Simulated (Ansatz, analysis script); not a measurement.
# Constrained moments in MnS (Browneite)

How well does a Heisenberg term describe MnS (Browneite)? One moment is turned under a constraint.

Calculated with Ansatz 0.2.0; PBEsol with U = 4 eV on Mn d (ortho-atomic projectors), PAW set soft_1 (files made for PBE).

### Step 1. The structure

Symmetry: F-43m, No. 216, cubic system. Conventional cell: a = 5.600 Å, b = 5.600 Å, c = 5.600 Å, α = 90.00°, β = 90.00°, γ = 90.00°. Nearest to Mn lie 4 S at 2.42 Å. Nearest to S lie 4 Mn at 2.42 Å. Farther neighbours and most contacts between anions are not listed.

The cell of this run holds 4 atoms, 2 of them with a starting moment; values «a cell» refer to the cell of the run in question.

### Step 2. Collinear start 1: antiferro q=(0,1/2,1/2) +-

The order that a run ends on hangs on its start, so several orders are typed and the lowest is carried on. The program's own search can turn an unstable start over.

input.yaml

```yaml
crystal:
  lattice:
    - [0.0, 2.8, 2.8]
    - [5.6, 0.0, 5.6]
    - [5.6, 2.8, 2.8]
  atoms:
    - { symbol: Mn, position: [0.0, 0.0, 0.0], spin: 4.5 }
    - { symbol: Mn, position: [0.0, 0.5, 0.0], spin: -4.5 }
    - { symbol: S, position: [0.25, 0.0, 0.25] }
    - { symbol: S, position: [0.25, 0.5, 0.25] }
magnetization:
  spin_polarized: true
kpoints:
  mp_grid: { grid: [6, 6, 6] }
hamiltonian:
  xc: pbesol
  hubbard:
    projectors: ortho-atomic
    sites: [{ species: Mn, l: d, u_eff: 4.0 }]
  pseudopotentials: { kind: paw, azcp: { folder: soft_1 }, xc_functional: pbe }
scf:
  occupations: { method: fermi_dirac, width: 0.05 }
  max_iter: 120
  convergence: { dr2_threshold: 1.0e-08 }
output:
  write_density: true
  write_potential: true
  elf: true
  volumetric_format: npy
```

The run is started by

```
$ ansatz run input.yaml --threads 4 --pin off --max-ram 8192MiB --backend cpu --events-out ev --progress --plain --runs-dir out
```

Numbers of over 12 decimals in the logs are rounded to 6 here.

Log:

```text
Engine: ansatz 0.2.0, aarch64-unknown-linux-gnu
Pseudopotentials: kind: paw
Pseudopotential: Mn, paw, valence charge 15, recommended cutoff 420 eV (normal), soft_1/Mn.paw.azcp
Pseudopotential: S, paw, valence charge 6, recommended cutoff 420 eV (normal), soft_1/S.paw.azcp
Functional definition: PBEsol
  exchange = pbesol_x
  correlation = pbesol_c
Crystal: 4 atoms, lattice volume = 87.808 Å³
Basis set: ecut = 420 eV, 1715 PW (Γ)
Bands: 31, of which v1, the nominal top of the filled ones, is band 21 counted from 1 (20 counted from 0)
Symmetry: 8 space group operations
Space group: P-4m2 (ITA 115), of the structure as read, at distance tolerance 4.4e-5 Å
Magnetic group: BNS 115.290 (UNI 950), of the structure as read, at distance tolerance 4.4e-5 Å
k-points: 40 of 216 (time reversal used)
Non-local potential: Mn, projectors of the file, l = 0: 3, l = 1: 2, l = 2: 3, l = 3: 1
Non-local potential: S, projectors of the file, l = 0: 2, l = 1: 2, l = 2: 1
PAW form: soft (Blöchl's): semilocal exchange-correlation on the pseudo side does not see the compensation charge
PAW frozen core: Mn, regenerated for the run's functional, and the local potential with it (the file was generated under x = pbe(κ = 0.804, μ = 0.219515), c = pbe(β = 0.066725))
PAW frozen core: S, regenerated for the run's functional, and the local potential with it (the file was generated under x = pbe(κ = 0.804, μ = 0.219515), c = pbe(β = 0.066725))
PAW one-centre angular grid: Mn, 590 points (default); XC on 64 Gauss nodes
PAW one-centre angular grid: S, 110 points (default); XC on 64 Gauss nodes
Initial density: superposition of atomic densities (chi_scale 0.1, normalization cell, long waves kept (reshape's long-wave potential 0.00 eV rms))
Starting moments: Σ|m| = 9 μB on 2 of 4 sites
Starting magnetic order: antiferromagnet; a translation exchanges its spin sublattices: spin-degenerate at every k-point
Initial wavefunctions: pseudopotential atomic-orbital guess
Functional: x = pbesol(κ = 0.804, μ = 0.123457), c = pbesol(β = 0.046)
SCF iter   1: F=—  HF=-9507.647031 eV  |F-HF|=—  |Δ(HF+E_count)|=         —  Δρ=4.16e-2 (↑4.16e-2 ↓4.16e-2)  dr2=4.66e0  dr2_m=2.18e-1  M=0.000 μB ∫|m|=9.229 μB  β_m=1.00  ethr=3.10e-3  ⟨swp⟩=6.5  Hψ=5623  notcnv=0  defer=5
preconditioner: auto → Resta (q_TF=auto, 2.413 Å⁻¹)  ε∞=5.7  [insulator: Δε(μ)=2.179 eV  Ē_g=9.366 eV  σ=0.050 eV  W_gap=1.00  n_scr=20 (ndim 8)  ℏωp=20.2 eV  f_vac=0.000  D(μ)=0.00/eV (n_scr^D=0)  ε∞_Penn≈5.7]
spin=Collinear: Resta preconditioning applied to the charge; magnetization (m = ρ↑ − ρ↓) channel mixes plain (no charge-response kernel on spin).
SCF iter   2: F=—  HF=-9507.358338 eV  |F-HF|=—  |Δ(HF+E_count)|=   2.89e-1  Δρ=1.66e-2 (↑1.66e-2 ↓1.66e-2)  dr2=8.91e-1  dr2_m=4.06e-2  M=0.000 μB ∫|m|=9.469 μB  β_m=1.00  ethr=3.10e-3  ⟨swp⟩=3.0  Hψ=2797  notcnv=0  defer=114
SCF iter   3: F=—  HF=-9507.295332 eV  |F-HF|=—  |Δ(HF+E_count)|=   6.30e-2  Δρ=7.08e-3 (↑7.08e-3 ↓7.08e-3)  dr2=2.15e-1  dr2_m=3.24e-3  M=0.000 μB ∫|m|=9.563 μB  β_m=1.00  ethr=2.12e-3  ⟨swp⟩=2.2  Hψ=1805  notcnv=0  defer=122
SCF iter   4: F=—  HF=-9507.311186 eV  |F-HF|=—  |Δ(HF+E_count)|=   1.59e-2  Δρ=3.32e-3 (↑3.32e-3 ↓3.32e-3)  dr2=2.26e-2  dr2_m=1.27e-3  M=0.000 μB ∫|m|=9.615 μB  β_m=1.00  ethr=5.13e-4  ⟨swp⟩=2.4  Hψ=2135  notcnv=0  defer=129
SCF iter   5: F=—  HF=-9507.360391 eV  |F-HF|=—  |Δ(HF+E_count)|=   4.92e-2  Δρ=1.56e-3 (↑1.56e-3 ↓1.56e-3)  dr2=5.65e-3  dr2_m=1.09e-4  M=0.000 μB ∫|m|=9.628 μB  β_m=1.00  ethr=5.37e-5  ⟨swp⟩=2.7  Hψ=2048  notcnv=0  defer=129
SCF iter   6: F=—  HF=-9507.378859 eV  |F-HF|=—  |Δ(HF+E_count)|=   1.85e-2  Δρ=6.95e-4 (↑6.95e-4 ↓6.95e-4)  dr2=8.10e-4  dr2_m=1.47e-5  M=0.000 μB ∫|m|=9.631 μB  β_m=1.00  ethr=1.35e-5  ⟨swp⟩=2.0  Hψ=2208  notcnv=0  defer=129
SCF iter   7: F=—  HF=-9507.387822 eV  |F-HF|=—  |Δ(HF+E_count)|=   8.96e-3  Δρ=2.45e-4 (↑2.45e-4 ↓2.45e-4)  dr2=8.43e-5  dr2_m=3.20e-6  M=0.000 μB ∫|m|=9.632 μB  β_m=0.30  ethr=1.93e-6  ⟨swp⟩=2.0  Hψ=2318  notcnv=0  defer=129
Mixer restart at iter 7: flushing history
spin-set hold released at iteration 7 (site moments contracting): the magnetisation degrees of freedom join the quasi-Newton model from the next iteration; the mixer history was flushed
SCF iter   8: F=—  HF=-9507.392068 eV  |F-HF|=—  |Δ(HF+E_count)|=   4.25e-3  Δρ=2.51e-4 (↑2.51e-4 ↓2.51e-4)  dr2=1.16e-4  dr2_m=1.88e-6  M=0.000 μB ∫|m|=9.632 μB  β_m=0.65  ethr=2.01e-7  ⟨swp⟩=2.0  Hψ=1899  notcnv=0  defer=129
SCF iter   9: F=—  HF=-9507.396300 eV  |F-HF|=—  |Δ(HF+E_count)|=   4.23e-3  Δρ=1.61e-4 (↑1.61e-4 ↓1.61e-4)  dr2=3.14e-5  dr2_m=8.72e-6  M=0.000 μB ∫|m|=9.633 μB  β_m=0.57  ethr=2.01e-7  ⟨swp⟩=2.0  Hψ=1951  notcnv=0  defer=129
SCF iter  10: F=—  HF=-9507.396283 eV  |F-HF|=—  |Δ(HF+E_count)|=   1.72e-5  Δρ=4.19e-5 (↑4.19e-5 ↓4.19e-5)  dr2=3.85e-6  dr2_m=8.45e-7  M=0.000 μB ∫|m|=9.633 μB  β_m=0.72  ethr=7.48e-8  ⟨swp⟩=2.0  Hψ=1911  notcnv=0  defer=129
SCF iter  11: F=—  HF=-9507.396285 eV  |F-HF|=—  |Δ(HF+E_count)|=   1.72e-6  Δρ=1.70e-5 (↑1.70e-5 ↓1.70e-5)  dr2=6.35e-7  dr2_m=9.21e-8  M=0.000 μB ∫|m|=9.633 μB  β_m=0.86  ethr=9.16e-9  ⟨swp⟩=2.0  Hψ=1589  notcnv=0  defer=129
SCF iter  12: F=—  HF=-9507.396285 eV  |F-HF|=—  |Δ(HF+E_count)|=   6.80e-7  Δρ=5.20e-6 (↑5.20e-6 ↓5.20e-6)  dr2=1.03e-7  dr2_m=1.33e-9  M=0.000 μB ∫|m|=9.633 μB  β_m=0.93  ethr=1.51e-9  ⟨swp⟩=2.0  Hψ=1555  notcnv=0  defer=129
iter 13 met the thresholds in force, and the SCF goes on: an eigenvalue changes by 0.33 meV, over its tolerance of 0.16 meV (output.eigenvalues, Limitations)
SCF iter  13: F=-9507.396286 eV  HF=-9507.396286 eV  |F-HF|=2.43e-9  |Δ(HF+E_count)|=   1.31e-7  Δρ=1.86e-6 (↑1.86e-6 ↓1.86e-6)  dr2=9.79e-9  dr2_m=3.05e-10  M=0.000 μB ∫|m|=9.633 μB  β_m=0.97  ethr=2.38e-11  ⟨swp⟩=8.9  Hψ=5408  notcnv=0
SCF iter  14: F=-9507.396286 eV  HF=-9507.396286 eV  |F-HF|=1.09e-11  |Δ(HF+E_count)|=   1.74e-9  Δρ=1.27e-7 (↑1.27e-7 ↓1.27e-7)  dr2=6.30e-11  dr2_m=3.92e-12  M=0.000 μB ∫|m|=9.633 μB  ethr=2.33e-11  ⟨swp⟩=1.0  Hψ=2949  notcnv=0
SCF 1 converged in 14 iterations: F = -9507.396286 eV  dr2 = 6.30e-11
  greatest PAW one-centre occupation: 1.000 electrons in one spin orbital (limit 2), on the Mn atom at site 1 (counted from 0), in its partial waves of l = 1
SCF converged after 14 iterations
an eigenvalue changed by more than its tolerance at an iteration that met the thresholds in force, so the SCF went on 1 time: the last check found none over its tolerance
Magnetization: 0.0000 μB (21.0000 up, 21.0000 down)
Absolute magnetization: 9.6319 μB (∫|ρ↑−ρ↓|, with the PAW one-centre terms)
Spin contamination: 4.9275 ħ² per cell (⟨S²⟩ above its minimum at these occupations)
Per-site moments (μB) at R_I (Å): [(4.269592, 1.000259), (-4.269592, 1.000259), (-1.0826261452644072e-15, 1.000259), (1.0937927146113198e-15, 1.000259)]
Free energy (F): -9507.396286 eV
Harris-Foulkes:  -9507.396286 eV  (|F-HF|=1.09e-11)
Internal energy: -9507.396286 eV  (E = F + TS)
E sigma→0 (E₀):  -9507.396286 eV
Fermi energy:    7.335549 eV
--- Per-component energies (eV) ---
  E_band       = -740.836869
  E_kinetic    = 834.778425
  E_local      = -6049.497032  (includes V_loc(G=0)·N_el)
  E_nonlocal   = 1001.915428
  E_hartree    = 2325.692880
  E_xc         = -387.043757
  E_vxc        = -435.734932  (∫ρ·V_xc dr)
  E_hubbard    = 1.357585  (on-site DFT+U / exact-exchange correction)
  E_vhub       = -18.435380  (the Hubbard potential's part of the band-sum identity)
  E_paw        = -3786.868883  (= ΣΔE_a)
  E_vpaw       = -725.249109  (= ΣTr[D̂ρ^β])
  E_aug_tail   = 0.000197  (compensation charges beyond the density's cutoff)
  E_ewald      = -3448.194329
  E_core_change = 0.463200  (= ΣΔE_core)
  E_smearing   = -0.000000  (= −TS)
  E_closure    = -0.000000  (closes the sum)
  Σ components = -9507.396286   (vs F -9507.396286, Δ=0.00e0)
--- Band table (eV; the first three rows and the last of 80) ---
  k-point 0 ↑: bands = [... 17 lower, 4.0701, 5.5689, 5.9375, 5.9375, 8.5954, 9.3926, 9.5591, 10.0207, ... 6 higher]
  k-point 1 ↑: bands = [... 17 lower, 4.2555, 5.0080, 5.6172, 5.8849, 9.3708, 9.6585, 9.8975, 10.0092, ... 6 higher]
  k-point 2 ↑: bands = [... 17 lower, 4.6081, 4.7864, 5.4887, 5.8162, 9.5196, 9.9697, 9.9970, 10.2358, ... 6 higher]
  k-point 39 ↓: bands = [... 17 lower, 3.6130, 3.8822, 3.8822, 4.2974, 9.2824, 9.2824, 9.7944, 10.1260, ... 6 higher]
Occupation matrices written to <dir>
```

Elapsed: 5.6 s, on 4 threads of Arm Neoverse V1, shared host; peak memory 0.47 GiB; 19 s of CPU time.

It ends antiferromagnetic, with 4.27 μB on the largest site.

### Step 3. Collinear start 2: antiferro q=(0,0,1/2) +-

A self-consistent run from these starting moments shows which magnetic state they lead to.

This run holds the same structure in another cell (b 7.920 → 3.960 Å, c 6.859 → 7.920 Å, α 30.0 → 60.0°, β 54.7 → 60.0°).

input.yaml, the sections that differ from step 2:

```yaml
crystal:
  lattice:
    - [0.0, 2.8, 2.8]
    - [2.8, 0.0, 2.8]
    - [5.6, 5.6, 0.0]
  atoms:
    - { symbol: Mn, position: [0.0, 0.0, 0.0], spin: 4.5 }
    - { symbol: Mn, position: [0.0, 0.0, 0.5], spin: -4.5 }
    - { symbol: S, position: [0.25, 0.25, 0.125] }
    - { symbol: S, position: [0.25, 0.25, 0.625] }
kpoints:
  mp_grid: { grid: [6, 6, 3] }
# magnetization, hamiltonian, scf: as in step 2
# output: removed
```

Log:

```text
[...]
Crystal: 4 atoms, lattice volume = 87.808 Å³
Basis set: ecut = 420 eV, 1731 PW (Γ)
Bands: 31, of which v1, the nominal top of the filled ones, is band 21 counted from 1 (20 counted from 0)
Symmetry: 6 space group operations
[...]
k-points: 16 of 108 (time reversal used)
[...]
Starting moments: Σ|m| = 9 μB on 2 of 4 sites
[...]
Magnetization: 0.0000 μB (21.0000 up, 21.0000 down)
Absolute magnetization: 9.7009 μB (∫|ρ↑−ρ↓|, with the PAW one-centre terms)
[...]
Per-site moments (μB) at R_I (Å): [(4.286455, 1.000259), (-4.286455, 1.000259), (0.021800, 1.000259), (-0.021800, 1.000259)]
Free energy (F): -9507.349182 eV
[...]
Internal energy: -9507.349182 eV  (E = F + TS)
E sigma→0 (E₀):  -9507.349182 eV
Fermi energy:    7.566437 eV
[...]
Occupation matrices written to <dir>
[key lines of the parts left out:]
SCF converged after 13 iterations
```

The job ended after 2 s (4 threads; peak memory 0.36 GiB).

It ends antiferromagnetic, with 4.29 μB on the largest site.

### Step 4. Which start is lowest

| typed order | atoms | final state | energy (meV/atom) | largest moment (μB) |
| --- | --- | --- | --- | --- |
| antiferro q=(0,1/2,1/2) +- | 4 | antiferromagnetic | 0.00 | 4.27 |
| antiferro q=(0,0,1/2) +- | 4 | antiferromagnetic | 11.78 | 4.29 |

The session goes on from the lowest state with moments found, typed antiferro q=(0,1/2,1/2) +-.

Spin moment in the atom's sphere by atom:

| atom | spin moment in the atom's sphere (μB) |
| --- | --- |
| Mn1 | 4.27 |
| Mn2 | -4.27 |
| S3 | 0.00 |
| S4 | 0.00 |

Tables count atoms from 1; parts of the log count from 0.

(Part 1 of 2 ends here.)

[Logs and program files are shortened in this print: banners, set-up blocks, solver, clock and traceback lines can be left out without a mark of their own.]

[Logs are printed without paths, hosts, clocks, repeated set-up lines and the standing remarks that a program may print on its own settings, such as how far it seeks lower states.]

[Hosts, paths, dates, database ids (printed as entryN), source tags and the programs' standing remarks are cut or masked in the printed files.]
